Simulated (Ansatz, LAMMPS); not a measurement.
# Elastic response of glassy 44SiO2-56MgO (mol %) (83 atoms), part 2 of 3

Aim: relax glassy 44SiO2-56MgO (mol %) (83 atoms), then change its volume and shape to read moduli from the stress.

Ansatz 0.2.0; Kohn-Sham DFT, RPBE, PAW (set soft_2), plane waves.

The cell: 15 Si, 19 Mg and 49 O. The quench rate of 30 K/ps far exceeds what a furnace or splat quench reaches. The starting topology of bonds comes from the classical model. Only the Γ point is sampled.

So far. Step 2 (Single point at the start): The r.m.s. force at the start is 1.5 eV/Å. Step 3 (Cell and atoms relaxed): The relaxation converged after 7 steps, with a largest force component of 0.025 eV/Å.

### 4. Single point at the relaxed geometry

One more single point at the end of the walk gives the fuller output and checks the residual forces.

Contents of input.yaml:

```yaml
crystal:
  lattice:
    - [10.22176, -0.03583, -0.19501]
    - [-0.03583, 10.14317, -0.00701]
    - [-0.19501, -0.00701, 10.05592]
  atoms:
    - { symbol: Si, position: [0.8472, 0.84434, 0.23117] }
    - { symbol: Si, position: [0.62083, 0.60896, 0.83962] }
    - { symbol: Si, position: [0.33451, 0.3341, 0.02653] }
    - { symbol: Si, position: [0.94767, 0.94614, 0.94786] }
    - { symbol: Si, position: [0.70332, 0.13531, 0.93146] }
    - { symbol: Si, position: [0.49908, 0.78659, 0.51117] }
    [... 71 atom lines left out ...]
    - { symbol: O, position: [0.66479, 0.48215, 0.23556] }
    - { symbol: O, position: [0.41914, 0.37447, 0.41105] }
    - { symbol: O, position: [0.95753, 0.27765, 0.08986] }
    - { symbol: O, position: [0.20865, 0.91628, 0.28724] }
    - { symbol: O, position: [0.77049, 0.7191, 0.16984] }
    - { symbol: O, position: [0.30531, 0.13679, 0.41501] }
kpoints:
  mp_grid: { grid: [1, 1, 1] }
hamiltonian:
  xc: rpbe
scf:
  occupations: { method: fixed }
output:
  forces: true
  stress: true
  populations: true
  dos:
    method: { smearing: { sigma: 0.08 } }
    de: 0.1
    projected: { site_lists: { Mg: [Mg], O: [O], Si: [Si] } }
  eigenvalues: true
  write_density: true
  write_potential: true
  volumetric_format: npy
```

Run with:

```
$ ansatz run input.yaml --threads 4 --pin off --max-ram 8192MiB --backend cpu --events-out ev --progress --plain --runs-dir out
```

Numbers of over 12 decimals in the logs are rounded to 6 here.

Output:

```text
[...]
Crystal: 83 atoms, lattice volume = 1042.209 Å³
Basis set: ecut = 420 eV, 20315 PW (Γ), exchange–correlation on 144×144×144 points (8 copies of the dense FFT grid, shifted against one another)
Bands: 355, of which v1, the nominal top of the filled ones, is band 272 counted from 1 (271 counted from 0)
Symmetry: 1 space group operations
[...]
k-points: 1
[...]
SCF iter   1: F=—  HF=-74179.732007 eV  |F-HF|=—  |Δ(HF+E_count)|=         —  Δρ=4.80e-3  dr2=2.56e-1  ethr=1.77e-3  ⟨swp⟩=5.0  Hψ=1215  notcnv=0  defer=80
[...]
SCF iter   9: F=-74179.687403 eV  HF=-74179.687403 eV  |F-HF|=8.02e-8  |Δ(HF+E_count)|=   1.15e-6  Δρ=2.40e-6  dr2=6.67e-8  ethr=1.84e-11  ⟨swp⟩=18.0  Hψ=3482  notcnv=0
SCF 1 converged in 9 iterations: F = -74179.687403 eV  dr2 = 6.67e-8
[...]
SCF converged after 9 iterations
Free energy (F): -74179.687403 eV
[...]
Internal energy: -74179.687403 eV  (E = F + TS)
E sigma→0 (E₀):  -74179.687403 eV
Fermi energy:    4.913480 eV
[...]
--- Forces (eV/Å), atoms counted from 1 ---
  atom   1  Si    -0.00873678     0.00547179     0.02409702
  atom   2  Si    -0.00956216     0.00607447     0.00822510
  atom   3  Si     0.01092458    -0.00442098     0.00154971
  atom   4  Si     0.00515023     0.00167935    -0.00491355
  atom   5  Si    -0.00916943    -0.00250885     0.00430881
  atom   6  Si     0.00103556     0.00541742    -0.00120931
  atom   7  Si     0.00408778     0.00132272    -0.01377799
  atom   8  Si     0.00264585     0.00410833     0.01166788
  atom   9  Si     0.00373792     0.00606420     0.00192103
  atom  10  Si    -0.00032293     0.00474754    -0.00195300
  atom  11  Si    -0.00104152     0.00149798    -0.00807197
  atom  12  Si     0.00281783     0.00185381    -0.00475741
  atom  13  Si    -0.00668464    -0.00818604     0.00219261
  atom  14  Si    -0.01068402     0.00013724     0.00305735
[...]
atom  82  O      0.00129782     0.00025746    -0.00150343
  atom  83  O     -0.00589043    -0.00061518    -0.00269023
  max |Σ_I F_I| component: 1.16e-4 eV/Å
--- Stress (GPa, compression-positive) ---
        0.020394      -0.002334      -0.021594
       -0.002335       0.049827      -0.000789
       -0.021592      -0.000788       0.028409
  P = ⅓ Tr σ = 0.0329 GPa (0.329 kbar)
--- Band table (eV) ---
[...]
--- Löwdin populations: 83 sites ---
  site symbol       q [e]
     0     Si      2.2995
     1     Si      2.3426
     2     Si      2.3564
[...]
82      O      6.8266
  spilling = 0.010057 (of n_electrons = 544.000000)
```

The job ended after 14 s (4 threads of Arm Neoverse V2, shared host; peak memory 1.3 GiB; 51 s of CPU time).

The run gave:

| Item | Value |
| --- | --- |
| free energy | -74179.6874 eV |
| free energy per atom | -893.7312 eV/atom |
| SCF cycles | 9 |
| pressure | 0.03288 GPa |
| r.m.s. force component | 0.00507 eV/Å |
| longest force | 0.02621 eV/Å |
| Fermi energy | 4.913 eV |
| gap (highest filled to lowest empty level) | 3.262 eV |
| spilling of the projection | 0.01006 |

### 5. Volume -3 %

The relaxed cell is scaled evenly and the atoms are relaxed again; the stress at the end gives one point of P(V).

input.yaml, the sections that differ from step 4:

```yaml
crystal:
  lattice:
    - [10.1185, -0.03547, -0.19304]
    - [-0.03547, 10.04071, -0.00694]
    - [-0.19304, -0.00694, 9.95434]
  atoms:
    [... the 83 atom lines of step 4 ...]
output:
  forces: true
  eigenvalues: true
  stress: true
relax:
  f_tol: 0.05
  max_steps: 70
# kpoints, hamiltonian, scf: as in step 4
```

Output:

```text
Warning: output.stress: scf.convergence.dr2_threshold = 1e-7 eV (the SCF's general default) is looser than the 8.3e-9 eV advised for a printed stress (1e-10 eV for each atom of the cell: 83). What an SCF threshold leaves in a stress goes as its square root, and in the free energy as the threshold itself, and one threshold admits the most on a small cell: [...]
[...]
Crystal: 83 atoms, lattice volume = 1010.943 Å³
Basis set: ecut = 420 eV, 19783 PW (Γ), exchange–correlation on 144×144×144 points (8 copies of the dense FFT grid, shifted against one another)
Bands: 355, of which v1, the nominal top of the filled ones, is band 272 counted from 1 (271 counted from 0)
Symmetry: 1 space group operations
[...]
k-points: 1
[...]
SCF iter   1: F=—  HF=-74179.293594 eV  |F-HF|=—  |Δ(HF+E_count)|=         —  Δρ=4.83e-3  dr2=2.52e-1  ethr=1.77e-3  ⟨swp⟩=5.0  Hψ=1280  notcnv=0  defer=80
[...]
SCF iter   6: F=—  HF=-74179.248852 eV  |F-HF|=—  |Δ(HF+E_count)|=   1.44e-4  Δρ=5.02e-5  dr2=2.62e-5  ethr=4.14e-8  ⟨swp⟩=2.0  Hψ=431  notcnv=0  defer=81
SCF iter   7: F=-74179.248915 eV  HF=-74179.248912 eV  |F-HF|=3.59e-6  |Δ(HF+E_count)|=   5.98e-5  Δρ=1.82e-5  dr2=3.15e-6  ethr=4.82e-9  ⟨swp⟩=15.0  Hψ=1969  notcnv=0
SCF 1 converged in 7 iterations: F = -74179.248915 eV  dr2 = 3.15e-6
[...]
relax step   1: F+E_penalty+E_count = -74179.24891511 eV  Δ(F+E_penalty+E_count) = +0.000e0 eV  max|allowed force component| = 5.534e-1 eV/Å  Δτ_max = 0.0000 Å  (7 SCF iters, dr2 threshold 6.25e-5 eV, accepted)
[...]
relax step   2: F+E_penalty+E_count = -74179.36446336 eV  Δ(F+E_penalty+E_count) = -1.155e-1 eV  max|allowed force component| = 2.996e-1 eV/Å  Δτ_max = 0.0254 Å  (6 SCF iters, dr2 threshold 1.91e-5 eV, accepted)
[...]
relax step   3: F+E_penalty+E_count = -74179.43742374 eV  Δ(F+E_penalty+E_count) = -7.296e-2 eV  max|allowed force component| = 1.120e-1 eV/Å  Δτ_max = 0.0426 Å  (6 SCF iters, dr2 threshold 5.61e-6 eV, accepted)
relax step   4: F+E_penalty+E_count = -74179.44806026 eV  Δ(F+E_penalty+E_count) = -1.064e-2 eV  max|allowed force component| = 3.363e-1 eV/Å  Δτ_max = 0.0477 Å  (8 SCF iters, accepted)
relax step   5: F+E_penalty+E_count = -74179.45796146 eV  Δ(F+E_penalty+E_count) = -9.901e-3 eV  max|allowed force component| = 1.541e-1 eV/Å  Δτ_max = 0.0284 Å  (5 SCF iters, dr2 threshold 1.58e-5 eV, accepted)
relax step   6: F+E_penalty+E_count = -74179.46269706 eV  Δ(F+E_penalty+E_count) = -4.736e-3 eV  max|allowed force component| = 1.396e-2 eV/Å  Δτ_max = 0.0199 Å  (5 SCF iters, dr2 threshold 4.98e-6 eV, accepted)
[...]
relax step   7: F+E_penalty+E_count = -74179.46269896 eV  Δ(F+E_penalty+E_count) = -1.898e-6 eV  max|allowed force component| = 1.378e-2 eV/Å  Δτ_max = 0.0000 Å  (4 SCF iters, accepted)
SCF converged after 4 iterations
Free energy (F): -74179.462699 eV
[...]
Internal energy: -74179.462699 eV  (E = F + TS)
E sigma→0 (E₀):  -74179.462699 eV
Fermi energy:    5.224618 eV
[...]
Σ components = -74179.462699   (vs F -74179.462699, Δ=0.00e0)
--- Forces (eV/Å), atoms counted from 1 ---
  atom   1  Si    -0.00715221    -0.00228104     0.01012216
  atom   2  Si    -0.00728352     0.00424830    -0.00108684
  atom   3  Si     0.00225192    -0.00590117    -0.00461393
  atom   4  Si    -0.00032016    -0.00066157     0.00677918
[...]
atom  83  O      0.00184172    -0.00045032    -0.00254997
  max |Σ_I F_I| component: 3.54e-5 eV/Å
--- Stress (GPa, compression-positive) ---
        2.494038      -0.101495       0.274354
       -0.101495       2.508089       0.050182
        0.274356       0.050183       2.430018
  P = ⅓ Tr σ = 2.4774 GPa (24.774 kbar)
--- Band table (eV) ---
[...]
--- Relaxed structure (7 steps of the walk, 7 accepted, 0 SCFs on fresh bases) ---
  F+E_penalty+E_count = -74179.46269896 eV   max|allowed force component| = 1.378e-2 eV/Å
  atoms:
    - { symbol: Si, position: [0.848963, 0.845340, 0.230202] }
    - { symbol: Si, position: [0.622811, 0.609821, 0.839143] }
    - { symbol: Si, position: [0.336197, 0.335214, 0.026269] }
    - { symbol: Si, position: [0.949328, 0.945988, 0.945924] }
[...]
- { symbol: O, position: [0.303679, 0.138498, 0.422160] }
```

Run time: 60 s. Hardware: 4 threads; peak memory 1.3 GiB; 3.8 min of CPU time.

The program notes that the SCF threshold is loose for the stress.

The relaxation converged after 7 steps, 0.214 eV below its start, with a largest force component of 0.014 eV/Å.

Volume -3 %: the energy stands 0.225 eV above that of the reference, at a pressure of 2.48 GPa.

### 6. Volume +3 %

The relaxed cell is scaled to another volume.

Input and log are left out; they have the form of those shown for this kind of step.

Elapsed: 57 s, on 4 threads of Arm Neoverse V2, shared host; peak memory 1.4 GiB; 3.6 min of CPU time.

The relaxation converged after 6 steps, 0.215 eV below its start, with a largest force component of 0.041 eV/Å.

Volume +3 %: the energy stands 0.174 eV above that of the reference, at a pressure of -1.83 GPa.

### 7. Volume -6 %

The relaxed cell is scaled to another volume.

Input and log are left out; they have the form of those shown for this kind of step.

Wall time 52 s (4 threads of Arm Neoverse V2, shared host); peak memory 1.3 GiB.

The relaxation converged after 6 steps, 0.891 eV below its start, with a largest force component of 0.026 eV/Å.

Volume -6 %: the energy stands 0.987 eV above that of the reference, at a pressure of 5.38 GPa.

### 8. Volume +6 %

The relaxed cell is scaled to another volume.

Input and log are left out; they have the form of those shown for this kind of step.

Run time: 58 s. Hardware: 4 threads of Arm Neoverse V2, shared host; peak memory 1.4 GiB.

The relaxation converged after 6 steps, 0.830 eV below its start, with a largest force component of 0.018 eV/Å.

Volume +6 %: the energy stands 0.672 eV above that of the reference, at a pressure of -3.36 GPa.

### 9. Volume -10 %

The relaxed cell is scaled to another volume.

input.yaml, the sections that differ from step 5:

```yaml
crystal:
  lattice:
    - [9.869, -0.03459, -0.18828]
    - [-0.03459, 9.79312, -0.00677]
    - [-0.18828, -0.00677, 9.70888]
  atoms:
    [... the 83 atom lines of step 4 ...]
# kpoints, hamiltonian, scf, output, relax: as in step 5
```

Output:

```text
[...]
Crystal: 83 atoms, lattice volume = 937.987 Å³
Basis set: ecut = 420 eV, 18371 PW (Γ), exchange–correlation on 144×144×144 points (8 copies of the dense FFT grid, shifted against one another)
Bands: 355, of which v1, the nominal top of the filled ones, is band 272 counted from 1 (271 counted from 0)
Symmetry: 1 space group operations
[...]
k-points: 1
[...]
SCF iter   1: F=—  HF=-74174.125822 eV  |F-HF|=—  |Δ(HF+E_count)|=         —  Δρ=5.18e-3  dr2=2.54e-1  ethr=1.77e-3  ⟨swp⟩=5.0  Hψ=1215  notcnv=0  defer=80
[...]
SCF iter   6: F=—  HF=-74174.078965 eV  |F-HF|=—  |Δ(HF+E_count)|=   1.77e-4  Δρ=5.85e-5  dr2=2.86e-5  ethr=2.61e-8  ⟨swp⟩=2.0  Hψ=431  notcnv=0  defer=81
SCF iter   7: F=-74174.079008 eV  HF=-74174.079004 eV  |F-HF|=3.57e-6  |Δ(HF+E_count)|=   3.95e-5  Δρ=1.56e-5  dr2=2.24e-6  ethr=5.25e-9  ⟨swp⟩=14.0  Hψ=2088  notcnv=0
SCF 1 converged in 7 iterations: F = -74174.079008 eV  dr2 = 2.24e-6
[...]
relax step   1: F+E_penalty+E_count = -74174.07900784 eV  Δ(F+E_penalty+E_count) = +0.000e0 eV  max|allowed force component| = 2.085e0 eV/Å  Δτ_max = 0.0000 Å  (7 SCF iters, dr2 threshold 6.25e-5 eV, accepted)
[...]
relax step   2: F+E_penalty+E_count = -74175.50518841 eV  Δ(F+E_penalty+E_count) = -1.426e0 eV  max|allowed force component| = 1.087e0 eV/Å  Δτ_max = 0.0793 Å  (6 SCF iters, dr2 threshold 1.00e-4 eV, accepted)
[...]
relax step   3: F+E_penalty+E_count = -74176.41514125 eV  Δ(F+E_penalty+E_count) = -9.100e-1 eV  max|allowed force component| = 3.996e-1 eV/Å  Δτ_max = 0.1469 Å  (6 SCF iters, dr2 threshold 7.38e-5 eV, accepted)
relax step   4: F+E_penalty+E_count = -74176.56521189 eV  Δ(F+E_penalty+E_count) = -1.501e-1 eV  max|allowed force component| = 1.380e0 eV/Å  Δτ_max = 0.2000 Å  (7 SCF iters, dr2 threshold 2.16e-5 eV, accepted)
relax step   5: F+E_penalty+E_count = -74176.71590670 eV  Δ(F+E_penalty+E_count) = -1.507e-1 eV  max|allowed force component| = 1.699e-1 eV/Å  Δτ_max = 0.0989 Å  (6 SCF iters, dr2 threshold 1.00e-4 eV, accepted)
relax step   6: F+E_penalty+E_count = -74176.72947635 eV  Δ(F+E_penalty+E_count) = -1.357e-2 eV  max|allowed force component| = 6.558e-2 eV/Å  Δτ_max = 0.1195 Å  (9 SCF iters, accepted)
[...]
relax step   7: F+E_penalty+E_count = -74176.73163794 eV  Δ(F+E_penalty+E_count) = -2.162e-3 eV  max|allowed force component| = 1.792e-2 eV/Å  Δτ_max = 0.0192 Å  (7 SCF iters, accepted)
SCF converged after 7 iterations
Free energy (F): -74176.731638 eV
[...]
Internal energy: -74176.731638 eV  (E = F + TS)
E sigma→0 (E₀):  -74176.731638 eV
Fermi energy:    6.031642 eV
[...]
Σ components = -74176.731638   (vs F -74176.731638, Δ=0.00e0)
--- Forces (eV/Å), atoms counted from 1 ---
  atom   1  Si    -0.00656458     0.00664628    -0.00297253
  atom   2  Si    -0.01791949     0.00168619    -0.00040513
  atom   3  Si     0.00186261    -0.00643271     0.00108175
  atom   4  Si     0.00081551     0.00381420    -0.00094170
[...]
atom  83  O     -0.00021575    -0.00632714     0.00226316
  max |Σ_I F_I| component: 1.10e-4 eV/Å
--- Stress (GPa, compression-positive) ---
       10.117776      -0.179933       0.774875
       -0.179932      10.047010       0.011448
        0.774876       0.011448       9.585679
  P = ⅓ Tr σ = 9.9168 GPa (99.168 kbar)
--- Band table (eV) ---
[...]
--- Relaxed structure (7 steps of the walk, 7 accepted, 0 SCFs on fresh bases) ---
  F+E_penalty+E_count = -74176.73163794 eV   max|allowed force component| = 1.792e-2 eV/Å
  atoms:
    - { symbol: Si, position: [0.852707, 0.847702, 0.228077] }
    - { symbol: Si, position: [0.624019, 0.609071, 0.837839] }
    - { symbol: Si, position: [0.341870, 0.337291, 0.026359] }
    - { symbol: Si, position: [0.953016, 0.944378, 0.942824] }
[...]
- { symbol: O, position: [0.305856, 0.130878, 0.448253] }
```

Elapsed: 62 s, on 4 threads; peak memory 1.2 GiB; 3.8 min of CPU time.

The relaxation converged after 7 steps, 2.65 eV below its start, with a largest force component of 0.018 eV/Å.

Volume -10 %: the energy stands 2.96 eV above that of the reference, at a pressure of 9.92 GPa.

### 10. Stretched by 1 % along x

The relaxed cell is strained along x alone, which gives the stiffness along x and its coupling to y and z.

input.yaml, the sections that differ from step 9:

```yaml
crystal:
  lattice:
    - [10.32398, -0.03583, -0.19501]
    - [-0.03619, 10.14317, -0.00701]
    - [-0.19696, -0.00701, 10.05592]
  atoms:
    [... the 83 atom lines of step 4 ...]
# kpoints, hamiltonian, scf, output, relax: as in step 9
```

Output:

```text
[...]
Crystal: 83 atoms, lattice volume = 1052.631 Å³
Basis set: ecut = 420 eV, 20549 PW (Γ), exchange–correlation on 144×144×144 points (8 copies of the dense FFT grid, shifted against one another)
Bands: 355, of which v1, the nominal top of the filled ones, is band 272 counted from 1 (271 counted from 0)
Symmetry: 1 space group operations
[...]
k-points: 1
[...]
SCF iter   1: F=—  HF=-74179.644394 eV  |F-HF|=—  |Δ(HF+E_count)|=         —  Δρ=4.71e-3  dr2=2.54e-1  ethr=1.77e-3  ⟨swp⟩=5.0  Hψ=1215  notcnv=0  defer=80
[...]
SCF iter   6: F=—  HF=-74179.606895 eV  |F-HF|=—  |Δ(HF+E_count)|=   1.53e-4  Δρ=4.92e-5  dr2=2.76e-5  ethr=4.83e-8  ⟨swp⟩=2.0  Hψ=431  notcnv=0  defer=81
SCF iter   7: F=-74179.606966 eV  HF=-74179.606962 eV  |F-HF|=3.77e-6  |Δ(HF+E_count)|=   6.74e-5  Δρ=1.98e-5  dr2=3.89e-6  ethr=5.07e-9  ⟨swp⟩=15.0  Hψ=1908  notcnv=0
SCF 1 converged in 7 iterations: F = -74179.606966 eV  dr2 = 3.89e-6
[...]
relax step   1: F+E_penalty+E_count = -74179.60696582 eV  Δ(F+E_penalty+E_count) = +0.000e0 eV  max|allowed force component| = 4.257e-1 eV/Å  Δτ_max = 0.0000 Å  (7 SCF iters, dr2 threshold 6.25e-5 eV, accepted)
[...]
relax step   2: F+E_penalty+E_count = -74179.63359355 eV  Δ(F+E_penalty+E_count) = -2.663e-2 eV  max|allowed force component| = 2.328e-1 eV/Å  Δτ_max = 0.0149 Å  (5 SCF iters, dr2 threshold 1.13e-5 eV, accepted)
[...]
relax step   3: F+E_penalty+E_count = -74179.65087956 eV  Δ(F+E_penalty+E_count) = -1.729e-2 eV  max|allowed force component| = 5.846e-2 eV/Å  Δτ_max = 0.0265 Å  (6 SCF iters, dr2 threshold 3.39e-6 eV, accepted)
[...]
relax step   4: F+E_penalty+E_count = -74179.65547757 eV  Δ(F+E_penalty+E_count) = -4.598e-3 eV  max|allowed force component| = 4.701e-2 eV/Å  Δτ_max = 0.0912 Å  (9 SCF iters, accepted)
SCF converged after 9 iterations
Free energy (F): -74179.655478 eV
[...]
Internal energy: -74179.655478 eV  (E = F + TS)
E sigma→0 (E₀):  -74179.655478 eV
Fermi energy:    4.814426 eV
[...]
Σ components = -74179.655478   (vs F -74179.655478, Δ=0.00e0)
--- Forces (eV/Å), atoms counted from 1 ---
  atom   1  Si    -0.01295823     0.00855516     0.02041533
  atom   2  Si    -0.02276969     0.02346600    -0.03121769
  atom   3  Si    -0.01357742    -0.03173688    -0.00600167
  atom   4  Si     0.01575534     0.02826625     0.02427753
[...]
atom  83  O     -0.00392844     0.00119364    -0.02589235
  max |Σ_I F_I| component: 1.10e-4 eV/Å
--- Stress (GPa, compression-positive) ---
       -1.040911       0.106047      -0.093471
        0.106046      -0.321243       0.068708
       -0.093470       0.068710      -0.361010
  P = ⅓ Tr σ = -0.5744 GPa (-5.744 kbar)
--- Band table (eV) ---
[...]
--- Relaxed structure (4 steps of the walk, 4 accepted, 0 SCFs on fresh bases) ---
  F+E_penalty+E_count = -74179.65547757 eV   max|allowed force component| = 4.701e-2 eV/Å
  atoms:
    - { symbol: Si, position: [0.846699, 0.843630, 0.230803] }
    - { symbol: Si, position: [0.618558, 0.606249, 0.840061] }
    - { symbol: Si, position: [0.333564, 0.333874, 0.027638] }
    - { symbol: Si, position: [0.946447, 0.947718, 0.947884] }
[...]
- { symbol: O, position: [0.306288, 0.135942, 0.412800] }
```

Elapsed: 38 s, on 4 threads; peak memory 1.3 GiB.

The relaxation converged after 4 steps, 0.0485 eV below its start, with a largest force component of 0.047 eV/Å.

Stretched by 1 % along x: the energy stands 0.0319 eV above that of the reference, at a pressure of -0.574 GPa.

(Part 2 of 3 ends here.)

[Logs are printed without paths, hosts, clocks, repeated set-up lines and the standing remarks that a program may print on its own settings, such as how far it seeks lower states.]

[Hosts, paths, dates, database ids (printed as entryN), source tags and the programs' standing remarks are cut or masked in the printed files.]
